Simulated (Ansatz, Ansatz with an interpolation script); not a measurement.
Rows from a G0W0 calculation on ThS2 (Pnma) (Ansatz 0.2.0; G0W0 on LDA, plane waves, PAW; PAW set soft_1; 2×4×2 mesh, 797 empty bands, screening to 120 eV, PAW set soft_1 files), in eV. Spin-orbit coupling is left out.

| row | k | band | start | Σx | Σc at the solution | Vxc |
| --- | --- | --- | --- | --- | --- | --- |
| A | Γ | c3 | 12.659 | -11.233 | -5.871 | -18.351 |
| B | Γ | c1 | 11.445 | -8.461 | -4.507 | -13.600 |
| C | Γ | v1 | 10.930 | -18.474 | 1.712 | -16.451 |
| D | Γ | v2 | 10.855 | -17.907 | 1.505 | -16.133 |
| E | Γ | c2 | 12.359 | -11.034 | -5.709 | -17.956 |
| F | Γ | v3 | 10.698 | -18.426 | 1.621 | -16.537 |

Give the quasiparticle energies and the shift of each level.

The quasiparticle equation reads E = start + Σx + Σc(E) − Vxc.

| row | E (eV) | shift (eV) |
| --- | --- | --- |
| A | 13.906 | +1.247 |
| B | 12.078 | +0.633 |
| C | 10.619 | −0.311 |
| D | 10.586 | −0.269 |
| E | 13.572 | +1.213 |
| F | 10.431 | −0.267 |

The gap over the computed points goes from 0.52 eV to 1.46 eV.

Limits: not at the basis limit; f levels unsure; no spin-orbit coupling; coarse k mesh.

[Runs of the session that timed out or met a known fault of the program may be left out.]

[Hosts, paths, dates, database ids (printed as entryN), source tags and the programs' standing remarks are cut or masked in the printed files.]
